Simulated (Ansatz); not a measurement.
## Na on Pd(111): change of the work function

How does one ordered layer of Na (fcc site) change the work function of Pd(111), and what dipole does each adsorbate carry?

Main program and level: Ansatz 0.2.0; plane-wave DFT, PBEsol, Ansatz PAW, in the first sound run; inputs show where later runs differ.

Report form: inputs, costs, results and the conclusion, without the logs.

## 1. Starting point

The cell holds 4 atoms: 4 Pd. Its edges and angles: a = 2.751 Å, b = 2.751 Å, c = 24.738 Å, α = 90.0°, β = 90.0°, γ = 60.0°. Vacuum lies along c.

## 2. The clean slab

The bare slab comes first, as the zero from which every change is counted. The two lowest layers are held at bulk places and the upper ones relax. The dipole correction removes the false field that a one-sided slab makes across the periodic vacuum, so each face gets a flat vacuum level of its own.

input.yaml reads:

```yaml
crystal:
  lattice:
    - [2.7506453788, 0.0, 0.0]
    - [1.3753226894, 2.3821287749, 0.0]
    - [0.0, 0.0, 24.7376776414]
  atoms:
    - { symbol: Pd, position: [0.0, 0.0, 0.3638174986] }
    - { symbol: Pd, position: [0.3333333333, 0.3333333333, 0.4546058329] }
    - { symbol: Pd, position: [0.6666666667, 0.6666666667, 0.5453941671] }
    - { symbol: Pd, position: [0.0, 0.0, 0.6361825014] }
kpoints:
  mp_grid: { grid: [12, 12, 1] }
hamiltonian:
  xc: pbesol
scf:
  occupations: { method: fermi_dirac, width: 0.1 }
  convergence: { dr2_threshold: 1.0e-08 }
efield:
  axis: 3
  dipole_correction: true
  ramp_position: 0.97
  ramp_width: 0.06
relax:
  f_tol: 0.02
  max_steps: 60
  constraints: [{ sites: [0, 1] }]
output:
  write_potential: true
  write_density: true
  volumetric_format: npy
```

On the command line:

```sh
ansatz run input.yaml --threads 4 --pin off --max-ram 6144MiB --backend cpu --events-out ev --progress --plain --runs-dir out
```

Wall time 10 s (4 threads of Arm Neoverse V2, shared host); peak memory 0.47 GiB; 37 s of CPU time.

The steps of the relaxation:

```
step  energy less that of the first step (eV)  largest force component (eV/Å)
   1                                   0.0000                          0.0866
   2                                  -0.0027                          0.0426
   3                                  -0.0032                          0.0016
```

Forces are held to the 6 operations that the program found; a distortion that breaks them can't arise in this run.

The atoms that moved most (Å):

```
atom     dx     dy      dz  length
 Pd4  0.000  0.000  -0.047   0.047
 Pd3  0.000  0.000  -0.031   0.031
```

The relaxed structure:

```xyz
4
Lattice="2.7506 0.0000 0.0000 1.3753 2.3821 0.0000 0.0000 0.0000 24.7377" Properties=species:S:1:pos:R:3
Pd    0.0000    0.0000    9.0000
Pd    1.3753    0.7940   11.2459
Pd    2.7506    1.5881   13.4604
Pd    0.0000    0.0000   15.6908
```

This step gave:

- energy at zero smearing: -27625.2052 eV
- work function, upper face: 5.366 eV
- dipole along the normal: 1.95e-4 e·Å

Running mean over 2.246 Å of the planar mean; the ramp of the sawtooth is left out. The electron's electrostatic potential energy less the Fermi level by z:

z (Å), electron's electrostatic potential energy less the Fermi level (eV) and a bar from the least value:
```
      3.5       5.37 ##############################
      4.0       5.37 ##############################
      4.5       5.37 ##############################
      5.0       5.37 ##############################
      5.5       5.36 ##############################
      6.0       5.32 ##############################
      6.5       5.17 ##############################
      7.0       4.54 ############################
      7.5       1.91 #######################
      8.0      -3.01 ############
      8.5      -6.96 ####
      9.0      -8.17 #
      9.5      -8.35 #
     10.0      -8.41 #
     10.5      -8.45 #
     11.0      -8.53 #
     11.5      -8.64 #
     12.0      -8.83 
     12.5      -8.89 
     13.0      -8.72 
     13.5      -8.59 #
     14.0      -8.58 #
     14.5      -8.59 #
     15.0      -8.51 #
     15.5      -8.32 #
     16.0      -7.69 ###
     16.5      -4.85 ########
     17.0       0.18 ###################
     17.5       3.86 ###########################
     18.0       5.02 #############################
     18.5       5.28 ##############################
     19.0       5.34 ##############################
     19.5       5.36 ##############################
     20.0       5.37 ##############################
     20.5       5.37 ##############################
     21.0       5.37 ##############################
     21.5       5.37 ##############################
```

The relaxation took 3 steps and lowered the energy by 0.0032 eV; the largest force on the free atoms ends at 0.0016 eV/Å.

The work function of the upper face is 5.37 eV.

## 3. Adsorbate added

System of this step: Na/Pd(111). The cell holds 17 atoms: 16 Pd and 1 Na. Its edges and angles: a = 5.501 Å, b = 5.501 Å, c = 27.472 Å, α = 90.0°, β = 90.0°, γ = 60.0°. Vacuum lies along c.

The clean slab as it ended is repeated in the plane and the adsorbate is set on one face; the cell's size fixes the coverage, and the k-mesh shrinks with it to keep the sampling density about even. Adsorbate and upper layers relax, since the dipole depends on the height.

input.yaml reads:

```yaml
crystal:
  lattice:
    - [5.5012907577, 0.0, 0.0]
    - [2.7506453788, 4.7642575497, 0.0]
    - [0.0, 0.0, 27.4717973538]
  atoms:
    - { symbol: Pd, position: [0.0, 0.0, 0.3276087066] }
    - { symbol: Pd, position: [0.1666666667, 0.1666666667, 0.409361368] }
    - { symbol: Pd, position: [0.3333333333, 0.3333333333, 0.4899729546] }
    - { symbol: Pd, position: [0.0, 0.0, 0.5711600159] }
    - { symbol: Pd, position: [0.0, 0.5, 0.3276087066] }
    - { symbol: Pd, position: [0.1666666667, 0.6666666667, 0.409361368] }
    - { symbol: Pd, position: [0.3333333333, 0.8333333333, 0.4899729546] }
    - { symbol: Pd, position: [0.0, 0.5, 0.5711600159] }
    - { symbol: Pd, position: [0.5, 0.0, 0.3276087066] }
    - { symbol: Pd, position: [0.6666666667, 0.1666666667, 0.409361368] }
    - { symbol: Pd, position: [0.8333333333, 0.3333333333, 0.4899729546] }
    - { symbol: Pd, position: [0.5, 0.0, 0.5711600159] }
    - { symbol: Pd, position: [0.5, 0.5, 0.3276087066] }
    - { symbol: Pd, position: [0.6666666667, 0.6666666667, 0.409361368] }
    - { symbol: Pd, position: [0.8333333333, 0.8333333333, 0.4899729546] }
    - { symbol: Pd, position: [0.5, 0.5, 0.5711600159] }
    - { symbol: Na, position: [0.1666666667, 0.1666666667, 0.6723912934] }
kpoints:
  mp_grid: { grid: [6, 6, 1] }
hamiltonian:
  xc: pbesol
scf:
  occupations: { method: fermi_dirac, width: 0.1 }
  convergence: { dr2_threshold: 1.0e-08 }
efield:
  axis: 3
  dipole_correction: true
  ramp_position: 0.97
  ramp_width: 0.06
relax:
  f_tol: 0.02
  max_steps: 60
  constraints: [{ sites: [0, 1, 4, 5, 8, 9, 12, 13] }]
output:
  bader: true
  dos: { projected: true, e_range: [-8, 4] }
  write_potential: true
  write_density: true
  volumetric_format: npy
  elf: true
```

The job ended after 2.8 min (4 threads; peak memory 3 GiB; 11 min of CPU time).

Relaxation path:

```
step  energy less that of the first step (eV)  largest force component (eV/Å)
   1                                   0.0000                          0.9003
   2                                  -0.1440                          0.7480
   3                                  -0.2602                          0.2726
   4                                  -0.2708                          0.2261
   5                                  -0.2794                          0.0274
   6                                  -0.2795                          0.0011
```

The run keeps the 6 symmetry operations that the program found, so distortions that break them were not tested.

The atoms that moved most (Å):

```
atom      dx      dy      dz  length
Na17   0.000   0.000  -0.477   0.477
Pd16   0.000   0.000   0.076   0.076
 Pd8   0.000   0.018   0.000   0.018
Pd12   0.015  -0.009   0.000   0.018
 Pd4  -0.015  -0.009   0.000   0.018
 Pd3   0.005   0.003   0.016   0.017
Pd11  -0.005   0.003   0.016   0.017
 Pd7   0.000  -0.005   0.016   0.017
```

The relaxed structure:

```cif
data_structure
_symmetry_space_group_name_H-M 'P 1'
_symmetry_Int_Tables_number 1
_cell_length_a 5.5013
_cell_length_b 5.5013
_cell_length_c 27.4718
_cell_angle_alpha 90.000
_cell_angle_beta 90.000
_cell_angle_gamma 60.000
_cell_volume 720.02
loop_
_atom_site_label
_atom_site_type_symbol
_atom_site_fract_x
_atom_site_fract_y
_atom_site_fract_z
_atom_site_occupancy
Pd1 Pd 0.00000 0.00000 0.32761 1
Pd2 Pd 0.16667 0.16667 0.40936 1
Pd3 Pd 0.33388 0.33388 0.49055 1
Pd4 Pd 0.99814 0.99814 0.57117 1
Pd5 Pd 0.00000 0.50000 0.32761 1
Pd6 Pd 0.16667 0.66667 0.40936 1
Pd7 Pd 0.33388 0.83223 0.49055 1
Pd8 Pd 0.99814 0.50373 0.57117 1
Pd9 Pd 0.50000 0.00000 0.32761 1
Pd10 Pd 0.66667 0.16667 0.40936 1
Pd11 Pd 0.83223 0.33388 0.49055 1
Pd12 Pd 0.50373 0.99814 0.57117 1
Pd13 Pd 0.50000 0.50000 0.32761 1
Pd14 Pd 0.66667 0.66667 0.40936 1
Pd15 Pd 0.83333 0.83333 0.48954 1
Pd16 Pd 0.50000 0.50000 0.57394 1
Na17 Na 0.16667 0.16667 0.65502 1
```

Read from the output:

```yaml
energy_at_zero_smearing: -111977.9543 eV
work_function_upper_face: 1.873 eV
work_function_lower_face: 5.373 eV
dipole_along_the_normal: 0.5071 e·Å
step_between_the_vacuum_levels: -3.501 eV
```

Running mean over 2.246 Å of the planar mean; the ramp of the sawtooth is left out. The electron's electrostatic potential energy less the Fermi level by z:

```
z (Å)  electron's electrostatic potential energy less the Fermi level (eV)
  3.5                                                                 5.37
  4.0                                                                 5.37
  4.5                                                                 5.37
  5.0                                                                 5.37
  5.5                                                                 5.36
  6.0                                                                 5.32
  6.5                                                                 5.17
  7.0                                                                 4.54
  7.5                                                                 1.91
  8.0                                                                -3.02
  8.5                                                                -6.95
  9.0                                                                -8.18
  9.5                                                                -8.35
 10.0                                                                -8.41
 10.5                                                                -8.45
 11.0                                                                -8.52
 11.5                                                                -8.61
 12.0                                                                -8.74
 12.5                                                                -8.78
 13.0                                                                -8.67
 13.5                                                                -8.57
 14.0                                                                -8.54
 14.5                                                                -8.51
 15.0                                                                -8.46
 15.5                                                                -8.34
 16.0                                                                -7.90
 16.5                                                                -5.66
 17.0                                                                -1.85
 17.5                                                                0.775
 18.0                                                                 1.17
 18.5                                                                0.907
 19.0                                                                 1.05
 19.5                                                                 1.55
 20.0                                                                 1.75
 20.5                                                                 1.82
 21.0                                                                 1.85
 21.5                                                                 1.86
 22.0                                                                 1.87
 22.5                                                                 1.87
 23.0                                                                 1.87
 23.5                                                                 1.87
 24.0                                                                 1.87
```

The density of states has structure finer than the step of the table below, so its rows give means over 0.25 eV. Peaks (eV: height): -2.770: 59.1, -2.620: 72.5, -2.530: 62.8, -2.440: 72.5, -1.620: 63.7, -1.470: 63.1, -0.180: 54.5.

Density of states against energy, zero at the Fermi level; means over each step:

```
energy (eV)  density of states (states/eV a cell)
      -7.00                                     0
      -6.75                                 0.589
      -6.50                                 0.943
      -6.25                                  1.07
      -6.00                                  1.12
      -5.75                                  1.48
      -5.50                                  3.21
      -5.25                                  3.55
      -5.00                                  17.8
      -4.75                                  25.2
      -4.50                                  33.6
      -4.25                                  26.6
      -4.00                                  26.2
      -3.75                                  27.8
      -3.50                                  18.4
      -3.25                                  23.3
      -3.00                                  25.3
      -2.75                                  41.7
      -2.50                                  44.0
      -2.25                                  33.6
      -2.00                                  32.4
      -1.75                                  27.0
      -1.50                                  34.4
      -1.25                                  26.9
      -1.00                                  36.4
      -0.75                                  37.8
      -0.50                                  25.7
      -0.25                                  44.5
       0.00                                  34.0
       0.25                                  9.61
       0.50                                  6.00
       0.75                                  3.26
       1.00                                  5.43
       1.25                                  8.45
       1.50                                  4.69
       1.75                                  4.42
```

Projected DOS per atom over height of the atomic layer and energy from the Fermi level. Layers: Pd4 Pd4 Pd4 Pd4 Na from below.

Ten even steps from '0' (0.00 states/eV) to '9' (2.73 states/eV), each cell a mean:
```
00001
00001
00001
11111
78860
76670
95690
75570
84481
97790
78880
45550
55550
56650
39930
04410
00000
00000
00000
00000
00000
00000
```
Columns: height of the atomic layer (Å) from 9 to 18.0; rows upwards: energy from the Fermi level (eV) from -7.96 to 1.95.

ELF in the ca plane at fractional y = 0.167, with atoms of Pd and Na within 0.2 Å of it. It is the smooth field of the valence electrons, not physical close to the nuclei.

Ten even steps from '0' (0.00) to '9' (0.59), each cell a mean:
```
66433333333466533456644210000001000000000000
66433333333466533456643321000111000000000000
44333466533345433344433332211110000000000000
33334788853333322333333322211100000000000000
33334865863333322233333322111000000000000000
33334877853333322233333322111000000000000000
43333688743333333334333332211100000000000000
65433344333456433356543332111110000000000000
66533333333467533466644310000011000000000000
55433344433456433345543101100001100000000000
33333688743334333333342158850000100000000000
33334877853333322233441287892000110000000000
33334865863333322233441395793000110000000000
33334788853333322333342179971000100000000000
54333466533344433344443114520001100000000000
```
Columns run along c (16.0 Å, from fractional 0.32 to 0.91 of the cell), rows up along a (5.5 Å). Atoms in or near the plane, at fractional coordinates: Pd at (0.41, 0.17), Pd at (0.41, 0.67), Na at (0.66, 0.17).

Electrostatic potential energy in the ca plane at fractional y = 0.167, with atoms of Pd and Na within 0.2 Å of it. With pseudopotentials it is smooth inside the atoms' cores, unlike the true potential.

Values in eV, 8 rows by 16 columns, each cell a mean:
```
-14   5   3   5 -11  -4  -5  -8   7   5   6   7   7   7   7   7
 -1   2 -23  -2  -1   3   3   2   8   8   7   7   7   7   7   7
  6  -5 -42 -15   6   7   7   7   8   8   8   7   7   7   7   7
 -1   1 -26  -3   1   4   3   2   8   8   7   7   7   7   7   7
-14   5   3   5 -11  -4  -5  -8   7   5   6   7   7   7   7   7
 -1   2 -23  -2  -1   3   3   2   3 -11   3   6   7   7   7   7
  6  -5 -42 -15   6   7   8   7  -6 -39   0   6   7   7   7   7
 -1   1 -26  -3   1   4   3   2   2 -13   3   6   7   7   7   7
```
Columns run along c (16.0 Å, from fractional 0.32 to 0.91 of the cell; values clipped at the 3rd and 97th percentile), rows up along a (5.5 Å). Atoms in or near the plane, at fractional coordinates: Pd at (0.41, 0.17), Pd at (0.41, 0.67), Na at (0.66, 0.17).

Valence density in the ca plane at fractional y = 0.167, with atoms of Pd and Na within 0.2 Å of it. It is the smooth field of the valence electrons, not physical close to the nuclei.

Ten steps, logarithmic in the rise over the least value, from '0' (0 e/Å³) to '9' (16 e/Å³), each cell a mean:
```
55321222212345422345421000000000000000000000
55321222212345422345421000000000000000000000
33222355422234321233321000000000000000000000
22223688742222211122211000000000000000000000
11124799852111111111110000000000000000000000
22123799842122111122110000000000000000000000
33222577532223211223211000000000000000000000
44322233222344322344421000000000000000000000
55321122212355422345421000000000000000000000
44322233322344322244321001100000000000000000
32222577532223221222211135520000000000000000
22123799842122111112111279841000000000000000
11124799852111111111111279951000000000000000
22223688742222211122211157730000000000000000
43322355422233321233321112200000000000000000
```
Columns run along c (16.0 Å, from fractional 0.32 to 0.91 of the cell), rows up along a (5.5 Å). Atoms in or near the plane, at fractional coordinates: Pd at (0.41, 0.17), Pd at (0.41, 0.67), Na at (0.66, 0.17).

The relaxation took 6 steps and lowered the energy by 0.28 eV; the largest force on the free atoms ends at 0.0011 eV/Å.

By hand: a sheet of dipoles makes a step −p/(ε₀A) in the electron's potential. With e/ε₀ = 180.95 V·Å, p = 0.5071 e·Å and A = 26.21 Å², that is −180.95 × (0.5071) / 26.21 = -3.501 eV, and the two vacuum levels of the run differ by -3.501 eV.

The covered face has 1.87 eV, -3.49 eV against the clean one; the bare back face has moved by +0.00 eV, a measure of how thin the slab is.

## 4. Work function against coverage

This step: plane-wave DFT, PBEsol, Ansatz PAW; work function against coverage (Ansatz 0.2.0).

The runs are now put side by side.

This step gave:

| Quantity | Value |
| --- | --- |
| work function of the clean face | 5.366 eV |
| largest change of the work function | -3.494 eV |

Work function of the covered face against coverage:

```
coverage (adsorbates/nm²)  work function of the covered face (eV)
                     0.00                                    5.37
                     3.82                                    1.87
```

The dipole per adsorbate comes from the change of the cell's dipole. Coverage, by row:

```
coverage (1/nm²)  coverage (ML)  work function (eV)  change (eV)  dipole per adsorbate, positive end outwards (debye)  mean height of the added atoms over the highest substrate atom (Å)
           3.815           0.25               1.873       -3.494                                                2.432                                                               2.227
```

[end of part 1 of 2]

[Long decimals in the printed logs are rounded to 6 places.]

[Logs are printed without paths, hosts, clocks, repeated set-up lines and the standing remarks that a program may print on its own settings, such as how far it seeks lower states.]

[Hosts, paths, dates, database ids (printed as entryN), source tags and the programs' standing remarks are cut or masked in the printed files.]

[Maps of the electrostatic potential energy from Ansatz leave out the sawtooth potential of an applied field or a dipole correction, so their vacuum need not be flat; planar profiles and work functions include it.]

[The density of states shown here was stored with 400 of the rows of the run's finer table, so its peaks can read low, often by over a quarter, or be missed, and its means over a window can be off by a tenth or more.]
